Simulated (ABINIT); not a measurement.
Planning a run of ABINIT 10.8.3 on SiO2 (Quartz). The input:

```
acell 3*1.0 Angstrom
rprim 
  4.915799999986 0.000000000003 0.000000000000
  -2.457899999996 4.257207679910 0.000000000000
  0.000000000000 0.000000000000 5.409100000000
ntypat 2
znucl 14 8
natom 9
typat 1 1 1 2 2 2 2 2 2
xred 
  0.530300000000 0.000000000000 0.333333333333
  0.000000000000 0.530300000000 0.666666666667
  0.469700000000 0.469700000000 -0.000000000000
  0.146200000000 0.414200000000 0.881000000000
  0.585800000000 0.732000000000 0.214333333333
  0.268000000000 0.853800000000 0.547666666667
  0.414200000000 0.146200000000 0.119000000000
  0.732000000000 0.585800000000 0.785666666667
  0.853800000000 0.268000000000 0.452333333333
pp_dirpath "pseudos"
pseudos "Si.upf, O.upf"
ecut 36
ngkpt 3 3 2
nshiftk 1
shiftk 0 0 0
kptopt 1
chksymbreak 0
istwfk *1
occopt 1
irdwfk 1
optdriver 4
nband 420
gwcalctyp 0
ecutsigx 36
symsigma 1
nkptgw 3
kptgw 
  0.3333333333 0.3333333333 0.0000000000
  0.0000000000 0.0000000000 0.0000000000
  0.0000000000 0.0000000000 0.5000000000
bdgw 
  22 26
  23 27
  22 26
ecuteps 7.88
irdscr 1
ppmodel 1
indata_prefix "in"
outdata_prefix "out"
tmpdata_prefix "tmp"
```

```sh
OMP_NUM_THREADS=1 mpirun -n 4 abinit run.abi > log
```

Question: Estimate wall time and host memory on 4 MPI ranks of Arm Neoverse V2, shared host.

It took 4.4 min; on shared hardware allow 2.2 min to 8.8 min. Peak host memory was 3.4 GiB.

[Paths, hosts, dates, memory and timing lines, banners, echoed tables and standing remarks are left out of the program output.]

[Logs are printed without paths, hosts, clocks, repeated set-up lines and the standing remarks that a program may print on its own settings, such as how far it seeks lower states.]

[Runs of the session that timed out or met a known fault of the program may be left out.]

[Hosts, paths, dates, database ids (printed as entryN), source tags and the programs' standing remarks are cut or masked in the printed files.]

[G0W0 gaps are taken among the corrected bands and points alone; a level outside them can change the order at an edge.]

[Where Ansatz stands beside ABINIT at settings called matched, ABINIT's density can come from a denser mesh and the files from another edition; pairs whose starting gaps differed by over 0.03 eV were left out, so agreement reads better than it is.]
